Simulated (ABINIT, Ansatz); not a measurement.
```
! title: Na2LiScF6 (Fm-3m): one start, several treatments of the self-energy
! method: RPA screening on PBEsol, plane waves, norm-conserving pseudopotentials (and 4 further levels or steps)
! program: ABINIT 10.8.3
! settings: cutoff 38 Ha, PseudoDojo scalar-relativistic 0.4.1 standard, norm-conserving, ngkpt (2, 2, 2), nband 122, ecuteps 4.2 Ha, gwcalctyp 2, nfreqre 16, nfreqim 8, inclvkb 2, freqremax 40 eV, spmeth 1, nomegasf 120, shiftk (0, 0, 0), symchi 1, awtr 1, frequency cd, 2×2×2 k-mesh
! cost: 9 runs, 4.1 min in all on 4 MPI ranks of Arm Neoverse V2, shared host
! notes: The program’s warnings: Min real frequency set to default [Ha] = and nproc spkpt=  >= nkpt= * nsppol=. The cell and positions are those that the Materials Project relaxed with its own functionals (PBE, PBE+U or r2SCAN), kept fixed. Static COHSEX lies above G0W0: it lacks the factor Z and overstates the Coulomb hole of the filled states. The 2×2×2 mesh is coarse for this cell, which bears on the long-range parts of exchange and screening.
! G0W0, Godby-Needs plasmon pole: 9.444 eV
! G0W0, Hybertsen-Louie plasmon pole: 10.069 eV
! G0W0, von der Linden-Horsch plasmon pole: 9.559 eV
! one-shot COHSEX: 10.819 eV
! one-shot Hartree-Fock: 17.523 eV
! G0W0, contour deformation: 9.401 eV
! known limits: short of the basis limit; coarse k mesh
CELL_PARAMETERS angstrom
0.00000 4.01745 4.01745
4.01745 0.00000 4.01745
4.01745 4.01745 0.00000
ATOMIC_POSITIONS crystal
Na 0.25000 0.25000 0.25000
Na 0.75000 0.75000 0.75000
Li 0.50000 0.50000 0.50000
Sc 0.00000 0.00000 0.00000
F 0.25042 0.25042 0.74958
F 0.25042 0.74958 0.74958
F 0.74958 0.74958 0.25042
F 0.25042 0.74958 0.25042
F 0.74958 0.25042 0.74958
F 0.74958 0.25042 0.25042
```

[Long decimals in the printed logs are rounded to 6 places.]

[Logs are printed without paths, hosts, clocks, repeated set-up lines and the standing remarks that a program may print on its own settings, such as how far it seeks lower states.]

[Paths, hosts, dates, memory and timing lines, banners, echoed tables and standing remarks are left out of the program output; an Ansatz launch command may be rebuilt from the run's recorded settings. Measured values are a selection of at most five: reports struck by readers or far from the other reports are left out. None is set beside runs whose start may be inverted or whose files or cutoffs have a known fault.]

[Runs of the session that timed out or met a known fault of the program may be left out.]

[Hosts, paths, dates, database ids (printed as entryN), source tags and the programs' standing remarks are cut or masked in the printed files.]

[G0W0 gaps are taken among the corrected bands and points alone; a level outside them can change the order at an edge.]

[Where Ansatz stands beside ABINIT at settings called matched, ABINIT's density can come from a denser mesh and the files from another edition; pairs whose starting gaps differed by over 0.03 eV were left out, so agreement reads better than it is.]
